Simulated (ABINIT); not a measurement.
# SiC (P6_3mc): a self-consistent loop beyond G0W0, cycle by cycle

How far does self-consistency move the gap of SiC (P6_3mc)?

Program: ABINIT 10.8.3. Level of theory: PBE and many-body steps on it, plane waves. Results are calculated unless marked as measured.

**What was measured.**

- Gap 3.33 eV: band gap at cryogenic temperature; bulk crystal (literature value) (quoted in “Silicon carbide diodes for neutron detection”, 2020, arxiv:2009.14696).

Report form: the programs' logs are mostly left out.

## 1. Starting point

The structure is hexagonal, space group P6_3mc (No. 186). The conventional cell has a = 3.074 Å, b = 3.074 Å, c = 5.045 Å, α = 90.00°, β = 90.00°, γ = 120.00°. Si has 4 C at 1.88 to 1.90 Å nearest. Nearest to C lie 4 Si at 1.88 to 1.90 Å. Farther neighbours are not listed.

The cell and positions are those that the Materials Project relaxed with its own functionals (PBE, PBE+U or r2SCAN), kept fixed.

## 2. Empty states on the mesh, 6×6×4 mesh, 167 bands

This step: ABINIT 10.8.3; DFT, PBE, plane waves, norm-conserving pseudopotentials.

The sums over transitions need many empty states on a uniform mesh; this step solves for them.

run.abi reads:

```
acell 3*1.0 Angstrom
rprim 
  3.073513928196 0.000000000001 0.000000000000
  -1.536756964099 2.661741140703 0.000000000000
  0.000000000000 0.000000000000 5.045247710000
ntypat 2
znucl 14 6
natom 4
typat 1 1 2 2
xred 
  0.333333333333 0.666666666667 0.499602400000
  0.666666666667 0.333333333333 0.999602400000
  0.333333333333 0.666666666667 0.875397600000
  0.666666666667 0.333333333333 0.375397600000
pp_dirpath "pseudos"
pseudos "Si.upf, C.upf"
ecut 37
ngkpt 6 6 4
nshiftk 1
shiftk 0 0 0
kptopt 1
chksymbreak 0
irdden 1
istwfk *1
nband 167
prtvol 0
optdriver 6
gwr_task "HDIAGO"
paral_kgb 0
occopt 1
indata_prefix "in"
outdata_prefix "out"
tmpdata_prefix "tmp"
```

Launch:

```console
$ OMP_NUM_THREADS=1 mpirun -n 8 abinit run.abi > log
```

Run time: 65 s. Hardware: 8 MPI ranks of Arm Neoverse V1, shared host; peak memory 4.3 GiB; 8.7 min of CPU time.

Numbers from this step:

```yaml
gap: 2.275 eV
k_of_the_valence_top: 0, 0, 0
k_of_the_conduction_bottom: 0.3333, 0.3333, 0
least_direct_gap: 3.985 eV
k_points_computed: 21
lowest_point_of_the_top_converged_band_above_the_valence_top: 121.3569 eV
```

On this mesh the gap is 2.275 eV.

The density comes from a self-consistent run that is not shown.

## 3. Screening, 6×6×4 mesh, 159 bands, screening to 195.9 eV

The RPA dielectric matrix is built and inverted for each q.

This step: RPA screening on PBE, plane waves, norm-conserving pseudopotentials.

run.abi, as its differences from that of step 2:

```diff
@@ -22,10 +22,11 @@
 chksymbreak 0
-irdden 1
 istwfk *1
-nband 167
-prtvol 0
-optdriver 6
-gwr_task "HDIAGO"
-paral_kgb 0
 occopt 1
+irdwfk 1
+optdriver 3
+nband 159
+ecuteps 7.2
+inclvkb 2
+awtr 1
+symchi 1
 indata_prefix "in"
```

The job ended after 91 s (8 MPI ranks; peak memory 2.1 GiB).

Numbers from this step:

```
ε∞ with local fields, on this mesh, along the program's q direction : 6.855
the same without local fields                                       : 7.508
plasma frequency                                                    : 23.12 eV
plane waves in the screening matrix                                 : 251
```

Local fields lower ε∞ by 9 %.

## 4. G0W0

The self-energy is evaluated for the states that the input lists, and the levels follow from it, in one-shot runs by the linearised quasiparticle equation.

This step: G0W0 on PBE, plane waves, norm-conserving pseudopotentials.

run.abi, as its differences from that of step 3:

```diff
@@ -25,8 +25,19 @@
 irdwfk 1
-optdriver 3
+optdriver 4
 nband 159
+gwcalctyp 0
+ecutsigx 37
+symsigma 1
+nkptgw 3
+kptgw 
+  0.0000000000 0.0000000000 0.0000000000
+  0.3333333333 0.3333333333 0.0000000000
+  0.5000000000 0.0000000000 0.0000000000
+bdgw 
+  7 10
+  6 10
+  7 10
 ecuteps 7.2
-inclvkb 2
-awtr 1
-symchi 1
+irdscr 1
+ppmodel 1
 indata_prefix "in"
```

Wall time 26 s (8 MPI ranks); peak memory 2.2 GiB; 3.5 min of CPU time.

Numbers from this step:

- G0W0 gap on the points computed: 2.956 eV
- starting gap on the mesh: 2.275 eV
- k of the valence top: 0, 0, 0
- k of the conduction bottom: 0.3333, 0.3333, 0
- Z at the valence top: 0.793
- Z at the conduction bottom: 0.824
- least direct G0W0 gap on the computed points: 4.883 eV

The gap on the mesh goes from 2.28 eV to 2.96 eV, a correction of +0.68 eV.

## 5. evGW0, cycle 1

This step: evGW0 on PBE, plane waves, norm-conserving pseudopotentials.

run.abi, as its differences from that of step 4:

```diff
@@ -27,14 +27,50 @@
 nband 159
-gwcalctyp 0
+gwcalctyp 10
 ecutsigx 37
 symsigma 1
-nkptgw 3
+nkptgw 21
 kptgw 
   0.0000000000 0.0000000000 0.0000000000
+  0.1666666667 0.0000000000 0.0000000000
+  0.3333333333 0.0000000000 0.0000000000
+  0.5000000000 0.0000000000 0.0000000000
+  0.1666666667 0.1666666667 0.0000000000
+  0.3333333333 0.1666666667 0.0000000000
   0.3333333333 0.3333333333 0.0000000000
-  0.5000000000 0.0000000000 0.0000000000
+  0.0000000000 0.0000000000 0.2500000000
+  0.1666666667 0.0000000000 0.2500000000
+  0.3333333333 0.0000000000 0.2500000000
+  0.5000000000 0.0000000000 0.2500000000
+  0.1666666667 0.1666666667 0.2500000000
+  0.3333333333 0.1666666667 0.2500000000
+  0.3333333333 0.3333333333 0.2500000000
+  0.0000000000 0.0000000000 0.5000000000
+  0.1666666667 0.0000000000 0.5000000000
+  0.3333333333 0.0000000000 0.5000000000
+  0.5000000000 0.0000000000 0.5000000000
+  0.1666666667 0.1666666667 0.5000000000
+  0.3333333333 0.1666666667 0.5000000000
+  0.3333333333 0.3333333333 0.5000000000
 bdgw 
-  7 10
-  6 10
-  7 10
+  1 22
+  1 22
+  1 22
+  1 22
+  1 22
+  1 22
+  1 22
+  1 22
+  1 22
+  1 22
+  1 22
+  1 22
+  1 22
+  1 22
+  1 22
+  1 22
+  1 22
+  1 22
+  1 22
+  1 22
+  1 22
 ecuteps 7.2
```

Run time: 30 min. Hardware: 8 MPI ranks; peak memory 4.6 GiB; 3.9 h of CPU time.

Numbers from this step:

- quasiparticle gap on the mesh: 3.125 eV
- gap of the density functional on the mesh: 2.275 eV
- k of the valence top: 0, 0, 0
- k of the conduction bottom: 0.3333, 0.3333, 0
- Z at the valence top: 0.793
- Z at the conduction bottom: 0.824
- least direct quasiparticle gap on the computed points: 5.110 eV

Against G0W0 in ABINIT (6×6×4 mesh, 159 bands, screening to 195.9 eV, Godby-Needs plasmon pole), the gap moves by +0.169 eV. This first cycle still uses the starting levels; it takes the full correction, at all points of the mesh, and its linearised value is 2.956 eV.

## 6. evGW0, cycle 2

The corrected levels of the last cycle go back in.

run.abi, as its differences from that of step 5:

```diff
@@ -78,2 +78,3 @@
 ppmodel 1
+irdqps 1
 indata_prefix "in"
```

Elapsed: 29 min, on 8 MPI ranks; peak memory 4.6 GiB.

This step gave:

- quasiparticle gap on the mesh: 3.084 eV
- gap of the density functional on the mesh: 2.275 eV
- k of the valence top: 0, 0, 0
- k of the conduction bottom: 0.3333, 0.3333, 0
- least direct quasiparticle gap on the computed points: 5.032 eV

Against the cycle before, the gap moves by −0.041 eV.

## 7. Side by side

Times are wall times on 8 MPI ranks of Arm Neoverse V1, shared host, good to a factor of about two. A run's time includes the screening step that it read.

```
           run   mesh  bands  screening cutoff (eV)  DFT gap (eV)  gap on the mesh (eV)  direct (eV)  ε∞ used    time
          G0W0  6×6×4    159                  195.9         2.275                 2.956        4.883     6.86   2 min
evGW0, cycle 1  6×6×4    159                  195.9         2.275                 3.125        5.110     6.86  31 min
evGW0, cycle 2  6×6×4    159                  195.9         2.275                 3.084        5.032     6.86  31 min
```

## 8. Results

* G0W0: 2.956 eV
* evGW0, cycle 1: 3.125 eV
* evGW0, cycle 2: 3.084 eV
* known limits: not at the basis limit

What this shows: Only the bands that the input lists are updated; the others, empty or deep, keep the functional's energies or take a rigid shift. evGW0 ends at 3.08 eV, +0.13 eV from G0W0, after 2 cycles that took 59 min beside the first screening; the last moved the gap by 0.041 eV, so the loop had not settled. The first cycle of evGW0 takes the full correction, without the factor Z, so it overshoots the one-shot value. Against experiment, by evGW0, cycle 2: the gap of 3.08 eV lies −0.25 eV from the measured 3.33 eV (kind not stated, quoted 2020). These are gaps on the mesh, at modest bands and cutoff. The calculation has static nuclei and no excitons; a measured gap holds zero-point and thermal motion, which mostly lowers it. Bands and cutoff are finite, so the gap is not at the basis limit. The miss can reach some tenths of an eV and take either sign; the mesh is an error of its own.

[Paths, hosts, dates, memory and timing lines, banners, echoed tables and standing remarks are left out of the program output.]

[Logs are printed without paths, hosts, clocks, repeated set-up lines and the standing remarks that a program may print on its own settings, such as how far it seeks lower states.]

[Runs of the session that timed out or met a known fault of the program may be left out.]

[Hosts, paths, dates, database ids (printed as entryN), source tags and the programs' standing remarks are cut or masked in the printed files.]

[G0W0 gaps are taken among the corrected bands and points alone; a level outside them can change the order at an edge.]

[Where Ansatz stands beside ABINIT at settings called matched, ABINIT's density can come from a denser mesh and the files from another edition; pairs whose starting gaps differed by over 0.03 eV were left out, so agreement reads better than it is.]
